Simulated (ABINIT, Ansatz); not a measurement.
# TlGaF6 (R-3): changed settings of a GW run in ABINIT

What do changed inputs do to GW on TlGaF6 (R-3)?

Main program and level: ABINIT 10.8.3; PBEsol and many-body steps on it, plane waves.

## 1. Starting point

The structure is trigonal, space group R-3 (No. 148). The conventional cell has a = 5.097 Å, b = 5.097 Å, c = 14.189 Å, α = 90.00°, β = 90.00°, γ = 120.00°. Tl has 6 F at 2.18 Å nearest. Nearest to Ga lie 6 F at 1.90 Å. Nearest to F lie 1 Ga at 1.90 Å and 1 Tl at 2.18 Å. Farther neighbours and most contacts between anions are not listed.

Structure file:

```cif
data_structure
_symmetry_space_group_name_H-M 'R-3:H'
_symmetry_Int_Tables_number 148
_cell_length_a 5.0968
_cell_length_b 5.0968
_cell_length_c 14.1894
_cell_angle_alpha 90.000
_cell_angle_beta 90.000
_cell_angle_gamma 120.000
_cell_volume 319.22
loop_
_atom_site_label
_atom_site_type_symbol
_atom_site_symmetry_multiplicity
_atom_site_Wyckoff_symbol
_atom_site_fract_x
_atom_site_fract_y
_atom_site_fract_z
_atom_site_occupancy
Tl1 Tl 3 a 0.00000 0.00000 0.00000 1
Ga1 Ga 3 b 0.33333 0.66667 0.16667 1
F1 F 18 f 0.63828 0.96863 0.08920 1
```

The cell and positions are those that the Materials Project relaxed with its own functionals (PBE, PBE+U or r2SCAN), kept fixed. Spin-orbit coupling is left out unless a step names it.

## 2. Screening, 2×2×2 mesh, 112 bands, screening to 114.3 eV

This step: ABINIT 10.8.3; RPA screening on PBEsol, plane waves, norm-conserving pseudopotentials.

The RPA dielectric matrix is built and inverted for each q.

Input file run.abi:

```
acell 3*1.0 Angstrom
rprim 
  2.548402435337 1.471320832068 4.729815620893
  -2.548402435337 1.471320832068 4.729815620893
  0.000000000000 -2.942641664067 4.729815620914
ntypat 3
znucl 81 31 9
natom 8
typat 1 2 3 3 3 3 3 3
xred 
  0.000000000000 0.000000000000 0.000000000000
  0.500000000000 0.500000000000 0.500000000000
  0.879432130000 0.580450270000 0.272523150000
  0.580450270000 0.272523150000 0.879432130000
  0.272523150000 0.879432130000 0.580450270000
  0.419549730000 0.727476850000 0.120567870000
  0.727476850000 0.120567870000 0.419549730000
  0.120567870000 0.419549730000 0.727476850000
pp_dirpath "pseudos"
pseudos "Tl.upf, Ga.upf, F.upf"
ecut 45
ngkpt 2 2 2
nshiftk 1
shiftk 0 0 0
kptopt 1
chksymbreak 0
istwfk *1
occopt 1
irdwfk 1
optdriver 3
nband 112
ecuteps 4.2
inclvkb 2
awtr 1
symchi 1
indata_prefix "in"
outdata_prefix "out"
tmpdata_prefix "tmp"
```

Launch:

```bash
OMP_NUM_THREADS=1 mpirun -n 4 abinit run.abi > log
```

Output:

```text
.Version 10.8.3 of ABINIT. v10.8.2 released Aug 2026.

 Symmetries : space group R-3 (#148); Bravais hR (rhombohedral)
[... echo of the input left out ...]
== DATASET  1 ==================================================================
-   mpi_nproc: 4, omp_nthreads: 1 (-1 if OMP is not activated)

--- !DatasetInfo
iteration_state: {dtset: 1, }
dimensions: {natom: 8, nkpt: 4, mband: 112, nsppol: 1, nspinor: 1, nspden: 1, mpw: 10406, }
cutoff_energies: {ecut:  45.0, pawecutdg:  -1.0, }
electrons: {nelect:   8.40000000E+01, charge:   0.00000000E+00, occopt:   1.00000000E+00, tsmear:   1.00000000E-02, }

 SCREENING: Calculation of the susceptibility and dielectric matrices

 Based on a program developped by R.W. Godby, V. Olevano, G. Onida, and L. Reining.
 Incorporated in ABINIT by V. Olevano, G.-M. Rignanese, and M. Torrent.
.Using double precision arithmetic ; gwpc =  8

[... cell and pseudopotentials left out ...]
--------------------------------------------------------------------------------

 ==== K-mesh for the wavefunctions ====
 Number of points in the irreducible wedge :     4
[... list of points left out ...]
 Together with  6 symmetry operations and time-reversal symmetry
 yields     8 points in the full Brillouin Zone.

 ==== Q-mesh for the screening function ====
 Number of points in the irreducible wedge :     4
[... list of points left out ...]
 Together with  6 symmetry operations and time-reversal symmetry
 yields     8 points in the full Brillouin Zone.

 setmesh: FFT mesh size selected  =    45x   45x   45
          total number of points  =        91125

 vcoul_init : cutoff-mode = AUXILIARY_FUNCTION
 q-points for optical limit:   1
     1)      0.000010    0.000020    0.000030

- screening: taking advantage of time-reversal symmetry
- Maximum band index for partially occupied states nbvw = 42
- Remaining bands to be divided among processors   nbcw = 70
- Number of bands treated by each node ~17

 Number of electrons calculated from density =   84.0000; Expected =   84.0000
 average of density, n =  0.116980
 r_s =    1.2684
 omega_plasma =   32.9922 [eV]

 calculating chi0 at frequencies [eV] :
  1    0.000000E+00    0.000000E+00
  2    0.000000E+00    3.299222E+01

--------------------------------------------------------------------------------
  q-point number  1        q = ( 0.000000, 0.000000, 0.000000) [r.l.u.]
--------------------------------------------------------------------------------
[... chi0 elements left out ...]
 For q-point:  0.000010 0.000020 0.000030
  dielectric constant =   2.8092
  dielectric constant without local fields =   2.9912

  Average fulfillment of the sum rule on Im[epsilon] for q-point    1 :     31.12  [%]
[... wings left out ...]
  q-point number  2        q = ( 0.500000, 0.000000, 0.000000) [r.l.u.]
--------------------------------------------------------------------------------
[... chi0 elements left out ...]
  Average fulfillment of the sum rule on Im[epsilon] for q-point    2 :     36.72  [%]

 [... 2 further q-points ...]
```

Run time: 56 s. Hardware: 4 MPI ranks of Arm Neoverse V1, shared host; peak memory 2.2 GiB; 3.8 min of CPU time.

This step gave:

- ε∞ with local fields, on this mesh, along the program's q direction: 2.809
- the same without local fields: 2.991
- plasma frequency: 32.99 eV
- plane waves in the screening matrix: 297

Local fields lower ε∞ by 6 %. On a Γ-centred mesh this coarse the value itself is usually too large, while a short band sum pulls it down.

## 3. Base

The self-energy is evaluated for the states that the input lists, and the levels follow from it, in one-shot runs by the linearised quasiparticle equation.

This step: G0W0 on PBEsol, plane waves, norm-conserving pseudopotentials.

run.abi, as its differences from that of step 2:

```diff
@@ -29,8 +29,17 @@
 irdwfk 1
-optdriver 3
+optdriver 4
 nband 112
+gwcalctyp 0
+ecutsigx 45
+symsigma 1
+nkptgw 2
+kptgw 
+  0.5000000000 0.5000000000 0.0000000000
+  0.0000000000 0.0000000000 0.0000000000
+bdgw 
+  41 44
+  41 44
 ecuteps 4.2
-inclvkb 2
-awtr 1
-symchi 1
+irdscr 1
+ppmodel 1
 indata_prefix "in"
```

Output:

```text
.Version 10.8.3 of ABINIT. v10.8.2 released Aug 2026.

 Symmetries : space group R-3 (#148); Bravais hR (rhombohedral)
[... echo of the input left out ...]
== DATASET  1 ==================================================================
-   mpi_nproc: 4, omp_nthreads: 1 (-1 if OMP is not activated)

--- !DatasetInfo
iteration_state: {dtset: 1, }
dimensions: {natom: 8, nkpt: 4, mband: 112, nsppol: 1, nspinor: 1, nspden: 1, mpw: 10406, }
cutoff_energies: {ecut:  45.0, pawecutdg:  -1.0, }
electrons: {nelect:   8.40000000E+01, charge:   0.00000000E+00, occopt:   1.00000000E+00, tsmear:   1.00000000E-02, }

 SIGMA: Calculation of the GW corrections

 Based on a program developped by R.W. Godby, V. Olevano, G. Onida, and L. Reining.
 Incorporated in ABINIT by V. Olevano, G.-M. Rignanese, and M. Torrent.
.Using double precision arithmetic ; gwpc =  8

[... cell and pseudopotentials left out ...]
--------------------------------------------------------------------------------

 ==== K-mesh for the wavefunctions ====
 Number of points in the irreducible wedge :     4
[... list of points left out ...]
 Together with  6 symmetry operations and time-reversal symmetry
 yields     8 points in the full Brillouin Zone.

 ==== Q-mesh for screening function ====
 Number of points in the irreducible wedge :     4
[... list of points left out ...]
 Together with  6 symmetry operations and time-reversal symmetry
 yields     8 points in the full Brillouin Zone.

 vcoul_init : cutoff-mode = AUXILIARY_FUNCTION
 q-points for optical limit:   1
     1)      0.000010    0.000020    0.000030
 setmesh: FFT mesh size selected  =    64x   64x   64
          total number of points  =       262144

 Number of electrons calculated from density =   84.0000; Expected =   84.0000
 average of density, n =  0.116980
 r_s =    1.2684
 omega_plasma =   32.9922 [eV]

 === KS Band Gaps ===
  >>>> For spin  1
   Minimum direct gap =   2.9933 [eV], located at k-point      :   0.0000  0.0000  0.0000
   Fundamental gap    =   2.8674 [eV], Top of valence bands at :   0.5000  0.5000  0.0000
                                       Bottom of conduction at :   0.0000  0.0000  0.0000
 SIGMA fundamental parameters:
 PLASMON POLE MODEL  1
 number of plane-waves for SigmaX                10329
 number of plane-waves for SigmaC and W            297
 number of plane-waves for wavefunctions         10329
 number of bands                                   112
 number of independent spin polarizations            1
 number of spinorial components                      1
 number of k-points in IBZ                           4
 number of q-points in IBZ                           4
 number of symmetry operations                       6
 number of k-points in BZ                            8
 number of q-points in BZ                            8
 number of frequencies for dSigma/dE                 9
 frequency step for dSigma/dE [eV]                0.25
 number of omega for Sigma on real axis              0
 max omega for Sigma on real axis  [eV]           0.00
 zcut for avoiding poles [eV]                     0.10

 EPSILON^-1 parameters (SCR file):
 dimension of the eps^-1 matrix on file            297
 dimension of the eps^-1 matrix used               297
 number of plane-waves for wavefunctions         10329
 number of bands                                   112
 number of q-points in IBZ                           4
 number of frequencies                               2
 number of real frequencies                          1
 number of imag frequencies                          1

 matrix elements of self-energy operator (all in [eV])

 Perturbative Calculation

--- !SelfEnergy_ee
iteration_state: {dtset: 1, }
kpoint     : [   0.500,    0.500,    0.000, ]
spin       : 1
KS_gap     :    4.582
QP_gap     :    7.845
Delta_QP_KS:    3.263
data: !SigmaeeData |
     Band     E0 <VxcDFT>   SigX SigC(E0)      Z dSigC/dE  Sig(E)    E-E0       E
       41   0.188 -23.270 -30.224   5.703   0.796  -0.257 -24.265  -0.995  -0.807
       42   0.271 -23.302 -30.214   5.698   0.795  -0.258 -24.267  -0.965  -0.694
       43   4.853 -19.533 -15.090  -1.719   0.844  -0.185 -17.235   2.298   7.151
       44   9.050 -19.590 -13.429  -2.788   0.839  -0.193 -16.762   2.828  11.878

--- !SelfEnergy_ee
iteration_state: {dtset: 1, }
kpoint     : [   0.000,    0.000,    0.000, ]
spin       : 1
KS_gap     :    2.993
QP_gap     :    5.790
Delta_QP_KS:    2.796
data: !SigmaeeData |
     Band     E0 <VxcDFT>   SigX SigC(E0)      Z dSigC/dE  Sig(E)    E-E0       E
       41   0.145 -23.288 -30.141   5.636   0.796  -0.257 -24.256  -0.968  -0.823
       42   0.145 -23.288 -30.141   5.636   0.796  -0.257 -24.256  -0.968  -0.823
       43   3.139 -16.934 -13.086  -1.707   0.854  -0.171 -15.106   1.828   4.967
       44   9.527 -19.525 -13.111  -2.896   0.830  -0.205 -16.605   2.921  12.448

== END DATASET(S) ==============================================================
================================================================================

 -outvars: echo values of variables after computation  --------
           etotal      0.0000000000E+00
            nband         112
             nkpt           4
          spgroup         148
 [... the other variables as echoed above ...]

 Calculation completed.
```

It took 12 s on 4 MPI ranks; peak memory 1.3 GiB.

This step gave:

- G0W0 gap on the points computed: 5.661 eV
- starting gap on the mesh: 2.868 eV
- k of the valence top: 0.5, 0.5, 0
- k of the conduction bottom: 0, 0, 0
- Z at the valence top: 0.795
- Z at the conduction bottom: 0.854
- least direct G0W0 gap on the computed points: 5.790 eV

The gap on the mesh goes from 2.87 eV to 5.66 eV, a correction of +2.79 eV.

(Continued in part 2 of 2.)

[Paths, hosts, dates, memory and timing lines, banners, echoed tables and standing remarks are left out of the program output.]

[Logs are printed without paths, hosts, clocks, repeated set-up lines and the standing remarks that a program may print on its own settings, such as how far it seeks lower states.]

[Runs of the session that timed out or met a known fault of the program may be left out.]

[Hosts, paths, dates, database ids (printed as entryN), source tags and the programs' standing remarks are cut or masked in the printed files.]

[G0W0 gaps are taken among the corrected bands and points alone; a level outside them can change the order at an edge.]

[Where Ansatz stands beside ABINIT at settings called matched, ABINIT's density can come from a denser mesh and the files from another edition; pairs whose starting gaps differed by over 0.03 eV were left out, so agreement reads better than it is.]
